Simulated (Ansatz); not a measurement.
# BP (F-43m): thermal expansion from first principles, part 3 of 3

Aim: the lattice, expansion, heat capacity and bulk modulus of BP as it warms.

Measurements to reproduce:
- volume expansion coefficient 9.6 1e-6/K near room temperature (given in “Thermal expansion coefficients of high thermal conducting BAs and BP materials (three times its linear coefficient)”, 2019, arxiv:1906.04101)

Ansatz 0.2.0; DFT LDA, scalar-relativistic, plane waves, PAW (the session's first sound run).

So far, isothermal bulk modulus at 298 K (GPa): step 5 (the quasi-harmonic study, functional LDA, q-mesh 2×2×2) 171; step 6 (q-mesh 4×4×4) 171. Also principal linear expansion coefficients at 298 K (× 1e-6/K): step 5 2.44; step 6 2.88.

### Step 7. A new level, relaxed again

The functional, the potentials or the cutoff change, so the crystal is relaxed again at the new setting.

This step: DFT PBE, scalar-relativistic, plane waves, PAW (Ansatz 0.2.0).

input.yaml reads:

```yaml
crystal:
  lattice:
    - [0.0, 2.2452187693, 2.2452187693]
    - [2.2452187693, 0.0, 2.2452187693]
    - [2.2452187693, 2.2452187693, 0.0]
  atoms:
    - { symbol: B, position: [0.0, 0.0, 0.0] }
    - { symbol: P, position: [0.25, 0.25, 0.25] }
kpoints:
  mp_grid: { grid: [12, 12, 12] }
hamiltonian:
  xc: pbe
scf:
  occupations: { method: fixed }
output:
  forces: true
  stress: true
  eigenvalues: true
relax:
  adjacent_minimum: "off"
  f_tol: 0.001
  max_steps: 60
  cell: { stress_tol: 0.01 }
```

On the command line:

```bash
$ ansatz run input.yaml --threads 4 --pin off --max-ram 16384MiB --backend cpu --events-out ev --progress --plain --runs-dir out
```

Numbers of over 12 decimals in the logs are rounded to 6 here.

The program printed:

```text
[...]
Crystal: 2 atoms, lattice volume = 22.636 Å³
Basis set: ecut = 420 eV, 459 PW (Γ), exchange–correlation on 48×48×48 points (8 copies of the dense FFT grid, shifted against one another)
Bands: 8, of which v1, the nominal top of the filled ones, is band 4 counted from 1 (3 counted from 0)
Symmetry: 24 space group operations
[...]
k-points: 72 of 1728 (time reversal used)
[...]
SCF iter   1: F=—  HF=-912.429144 eV  |F-HF|=—  |Δ(HF+E_count)|=         —  Δρ=1.63e-3  dr2=4.88e-4  ethr=1.77e-3  ⟨swp⟩=5.1  Hψ=4217  notcnv=0  defer=136
[...]
SCF iter   6: F=-912.429258 eV  HF=-912.429258 eV  |F-HF|=3.76e-9  |Δ(HF+E_count)|=   1.41e-8  Δρ=4.31e-6  dr2=5.29e-9  ethr=9.54e-10  ⟨swp⟩=7.0  Hψ=3813  notcnv=0
SCF 1 converged in 6 iterations: F = -912.429258 eV  dr2 = 5.29e-9
[...]
relax step   1: F+E_penalty+E_count = -912.42925800 eV  Δ(F+E_penalty+E_count) = +0.000e0 eV  max|allowed force component| = 3.793e-16 eV/Å  Δτ_max = 0.0000 Å  P = +6.707 GPa  Ω = 22.636 Å³  (6 SCF iters, dr2 threshold 1.00e-7 eV, accepted)
Crystal: 2 atoms, lattice volume = 23.104 Å³
[...]
SCF iter   5: F=-912.442942 eV  HF=-912.442942 eV  |F-HF|=1.17e-9  |Δ(HF+E_count)|=   4.26e-7  Δρ=3.22e-6  dr2=1.28e-9  ethr=2.50e-9  ⟨swp⟩=8.2  Hψ=4166  notcnv=0
SCF 2 converged in 5 iterations: F = -912.442942 eV  dr2 = 1.28e-9
[...]
relax step   2: F+E_penalty+E_count = -912.44294222 eV  Δ(F+E_penalty+E_count) = -1.368e-2 eV  max|allowed force component| = 1.480e-16 eV/Å  Δτ_max = 0.0000 Å  P = +2.996 GPa  Ω = 23.104 Å³  energy of the carried Pulay correction = -4.010e-4 eV  (5 SCF iters, dr2 threshold 2.00e-7 eV, accepted)
Crystal: 2 atoms, lattice volume = 23.496 Å³
[...]
SCF iter   5: F=-912.446412 eV  HF=-912.446412 eV  |F-HF|=8.74e-10  |Δ(HF+E_count)|=   3.04e-7  Δρ=2.64e-6  dr2=8.64e-10  ethr=2.50e-9  ⟨swp⟩=8.4  Hψ=4159  notcnv=0
SCF 3 converged in 5 iterations: F = -912.446412 eV  dr2 = 8.64e-10
[...]
relax step   3: F+E_penalty+E_count = -912.44641178 eV  Δ(F+E_penalty+E_count) = -3.470e-3 eV  max|allowed force component| = 1.226e-16 eV/Å  Δτ_max = 0.0000 Å  P = +0.146 GPa  Ω = 23.496 Å³  energy of the carried Pulay correction = -7.308e-4 eV  (5 SCF iters, dr2 threshold 2.00e-7 eV, accepted)
[...]
relax step   4: F+E_penalty+E_count = -912.44640430 eV  Δ(F+E_penalty+E_count) = +7.480e-6 eV  max|allowed force component| = 7.401e-17 eV/Å  Δτ_max = 0.0000 Å  P = +0.004 GPa  Ω = 23.517 Å³  energy of the carried Pulay correction = -7.479e-4 eV  (3 SCF iters, dr2 threshold 5.37e-8 eV, accepted)
[...]
relax step   5: F+E_penalty+E_count = -912.44728602 eV  Δ(F+E_penalty+E_count) = -8.817e-4 eV  max|allowed force component| = 1.018e-16 eV/Å  Δτ_max = 0.0000 Å  P = +0.052 GPa  Ω = 23.517 Å³  stress off target by 5.16e-2 GPa  SCF on the basis re-selected at this cell (its energy is not comparable with the rows above)  (7 SCF iters)
[...]
relax step   6: F+E_penalty+E_count = -912.44728123 eV  Δ(F+E_penalty+E_count) = +4.793e-6 eV  max|allowed force component| = 7.401e-17 eV/Å  Δτ_max = 0.0000 Å  P = +0.000 GPa  Ω = 23.524 Å³  energy of the carried Pulay correction = -5.995e-6 eV  (3 SCF iters, dr2 threshold 6.66e-9 eV, accepted)
[...]
SCF iter   5: F=-912.447281 eV  HF=-912.447281 eV  |F-HF|=2.27e-13  |Δ(HF+E_count)|=  7.73e-12  Δρ=5.06e-8  dr2=7.75e-13  ethr=1.00e-12  ⟨swp⟩=8.6  Hψ=4083  notcnv=0
SCF 7 converged in 5 iterations: F = -912.447281 eV  dr2 = 7.75e-13
relax step   7: F+E_penalty+E_count = -912.44728123 eV  Δ(F+E_penalty+E_count) = -7.072e-10 eV  max|allowed force component| = 1.203e-16 eV/Å  Δτ_max = 0.0000 Å  P = +0.000 GPa  Ω = 23.524 Å³  stress off target by 1.84e-4 GPa  SCF on the basis re-selected at this cell (its energy is not comparable with the rows above)  (5 SCF iters)
[...]
SCF converged after 5 iterations
Free energy (F): -912.447281 eV
[...]
Internal energy: -912.447281 eV  (E = F + TS)
E sigma→0 (E₀):  -912.447281 eV
Fermi energy:    9.170540 eV
[...]
--- Stress (GPa, compression-positive) ---
        0.000184      -0.000000      -0.000000
       -0.000000       0.000184       0.000000
       -0.000000       0.000000       0.000184
  P = ⅓ Tr σ = 0.0002 GPa (0.002 kbar)
--- Band table (eV; the first three rows and the last of 72) ---
[...]
--- Relaxed structure (5 steps of the walk, 5 accepted, 2 SCFs on fresh bases) ---
[...]
cell:  # Å, volume = 23.5244 Å³
    - [0, 2.274205, 2.274205]
    - [2.274205, 0, 2.274205]
    - [2.274205, 2.274205, 0]
  atoms:
    - { symbol: B, position: [0, 0, 0] }
    - { symbol: P, position: [0.25, 0.25, 0.25] }
```

Run time: 3.5 s. Hardware: 4 threads of Arm Neoverse V2, shared host; peak memory 0.29 GiB.

Relaxation path:

```
step  energy less that of the first step (eV)  largest force component (eV/Å)  pressure (GPa)  volume (Å³)
   1                                   0.0000                          0.0000            6.71        22.64
   2                                  -0.0137                          0.0000            3.00        23.10
   3                                  -0.0172                          0.0000            0.15        23.50
   4                                  -0.0171                          0.0000            0.00        23.52
  5*                                  -0.0180                          0.0000            0.05        23.52
   6                                  -0.0180                          0.0000            0.00        23.52
  7*                                  -0.0180                          0.0000            0.00        23.52
```

Relaxation steps marked * repeat the geometry before them on a plane-wave basis chosen anew for their cell, so energy and pressure can jump there.

The run keeps the 24 symmetry operations that it works with, so distortions that break them were not tested.

```
conventional cell, symmetrised  before  after  change
                         a (Å)   4.490  4.548  +1.3 %
                         b (Å)   4.490  4.548  +1.3 %
                         c (Å)   4.490  4.548  +1.3 %
              volume (Å³/atom)   11.32  11.76  +3.9 %
```

Final coordinates:

```
B P
1.0
     0.00000    2.27420    2.27420
     2.27420    0.00000    2.27420
     2.27420    2.27420    0.00000
B P
1 1
Cartesian
  0.0000 0.0000 0.0000
  1.1371 1.1371 1.1371
```

This step gave:

* pressure: 1.84e-4 GPa
* gap on the k-mesh: 1.249 eV
* volume per atom: 11.76 Å³

The residual pressure is 1.8e-4 GPa, small enough for phonons.

### Step 8. The quasi-harmonic study, q-mesh 4×4×4 (run 2)

The study relaxes the crystal at several strains, solves the phonons on some of them and minimises the free energy at each temperature (static energy, vibrations, the electrons in a metal, and PV under a set pressure); the q-mesh sets how far the force constants reach.

input.yaml, the sections that differ from step 7:

```yaml
crystal:
  lattice:
    - [0.0, 2.2742048724, 2.2742048724]
    - [2.2742048724, 0.0, 2.2742048724]
    - [2.2742048724, 2.2742048724, 0.0]
  atoms:
    - { symbol: B, position: [0.0, 0.0, 0.0] }
    - { symbol: P, position: [0.25, 0.25, 0.25] }
output:
  eigenvalues: true
phonons:
  method: dfpt
  qmesh: [4, 4, 4]
  temperatures: { t_max: 800.0, t_step: 50 }
  thermal_expansion: {}
# kpoints, hamiltonian, scf: as in step 7
# relax: removed
```

The program printed:

```text
[...]
Crystal: 2 atoms, lattice volume = 23.524 Å³
Basis set: ecut = 487.2 eV, 561 PW (Γ), exchange–correlation on 48×48×48 points (8 copies of the dense FFT grid, shifted against one another)
Bands: 8, of which v1, the nominal top of the filled ones, is band 4 counted from 1 (3 counted from 0)
Symmetry: 24 space group operations
[...]
800.00    3.23482    3.23482    3.23482    23.9350 |    6.04    6.04    6.04   18.13 |   15.24 |    46.428    45.852 |   151.87   153.78
[...]
vibrations' free energy: its fit passes through its cells
  the electrons' free energy at temperature is not in it: every band gap is over 0.83 eV
  free energies summed between the sampled wave vectors
[...]
band gaps on the cells' k-points are 1.206 to 1.300 eV
[key lines of the parts left out:]
SCF converged after 8 iterations
Free energy (F): -912.448951 eV
Fermi energy:    9.170293 eV
P = ⅓ Tr σ = -0.0098 GPa (-0.098 kbar)
```

Wall time 4.5 min (4 threads); peak memory 1.2 GiB; 17 min of CPU time.

Changing the level of theory (LDA → PBE) takes the volume expansion at 298 K from 8.64 to 9.68 × 10⁻⁶/K and B_T from 171 to 158 GPa.

### Step 9. Comparing the runs

Times are for 4 threads of Arm Neoverse V2, shared host. The runs compared:

```
no.  functional  cutoff (eV)    k-mesh  q-mesh  method  pressure (GPa)  volume expansion coefficient at 298 K (1e-6/K)  C_P at 298 K (J/mol-atom/K)  isothermal bulk modulus at 298 K (GPa)     time  memory (GiB)
  1         lda        487.2  12×12×12   2×2×2    dfpt               0                                           7.316                        14.51                                   171.2     50 s          0.62
  2         lda        487.2  12×12×12   4×4×4    dfpt               0                                           8.636                        14.54                                   171.1    4 min           1.2
  3         pbe        487.2  12×12×12   4×4×4    dfpt               0                                           9.683                        14.89                                   157.5  4.5 min           1.2
```

The runs together, line volume. The expansion coefficient, volume by temperature; values in 1e-6/K:

```csv
temperature (K),"lda, 487.2, 12×12×12, 2×2×2, dfpt, 0","lda, 487.2, 12×12×12, 4×4×4, dfpt, 0","pbe, 487.2, 12×12×12, 4×4×4, dfpt, 0"
0,0,0,0
50,0.05,0.11,0.13
100,0.47,0.85,1.03
150,1.65,2.39,2.83
200,3.48,4.49,5.2
250,5.5,6.7,7.62
298,7.32,8.64,9.68
300,7.38,8.7,9.76
350,8.98,10.4,11.5
400,10.3,11.8,12.9
450,11.4,12.9,14.1
500,12.2,13.8,15.0
550,13.0,14.5,15.8
600,13.6,15.1,16.4
650,14.1,15.7,16.9
700,14.5,16.1,17.4
750,14.8,16.5,17.8
800,15.2,16.8,18.1
```

The runs together, line C_P. Heat capacity, C_P against temperature; values in J/mol-atom/K:

```csv
temperature (K),"lda, 487.2, 12×12×12, 2×2×2, dfpt, 0","lda, 487.2, 12×12×12, 4×4×4, dfpt, 0","pbe, 487.2, 12×12×12, 4×4×4, dfpt, 0"
0,0,0,0
50,0.591,0.386,0.396
100,3.37,2.95,3.02
150,6.54,6.25,6.43
200,9.57,9.43,9.72
250,12.3,12.3,12.6
298,14.5,14.5,14.9
300,14.6,14.6,15.0
350,16.4,16.5,16.8
400,17.9,18.0,18.3
450,19.1,19.2,19.5
500,20.0,20.1,20.4
550,20.8,20.9,21.1
600,21.4,21.5,21.7
650,21.9,22.0,22.2
700,22.3,22.4,22.6
750,22.7,22.8,22.9
800,23.0,23.1,23.2
```

### Step 10. Outcome

```json
{"settings of these figures": "PBE, 487.2 eV, k 12×12×12, q 4×4×4", "volume expansion coefficient at 298 K": "9.683 1e-6/K", "C_P at 298 K": "14.89 J/mol-atom/K", "entropy at 298 K": "10.16 J/mol-atom/K", "isothermal bulk modulus at 298 K": "157.5 GPa", "Grüneisen parameter at 298 K": "0.7339", "volume at 298 K": "11.88 Å³/atom", "principal linear expansion coefficients at 298 K": "3.228, 3.228, 3.228 1e-6/K"}
```

In words: Near room temperature BP expands by 9.68 × 10⁻⁶/K in volume by PBE, with C_P = 14.9 J/(mol K) per mole of atoms and B_T = 158 GPa. C_P at room temperature is 60 % of the classical 3R an atom, so the stiffest modes are still partly frozen out. A measured volume expansion coefficient near room temperature is 9.6 1e-6/K (arxiv:1906.04101); the calculated 9.68 1e-6/K differs by +1 %. The levels of theory differ by up to 1.0 × 10⁻⁶/K in the volume expansion at 298 K. The interpolation has no quadrupole term, so branches near the zone centre are less sure, since this crystal has sites that are not centres of inversion.

[Logs are printed without paths, hosts, clocks, repeated set-up lines and the standing remarks that a program may print on its own settings, such as how far it seeks lower states.]

[Hosts, paths, dates, database ids (printed as entryN), source tags and the programs' standing remarks are cut or masked in the printed files.]

[A step with changed settings may run another functional than the one named; its input shows which.]
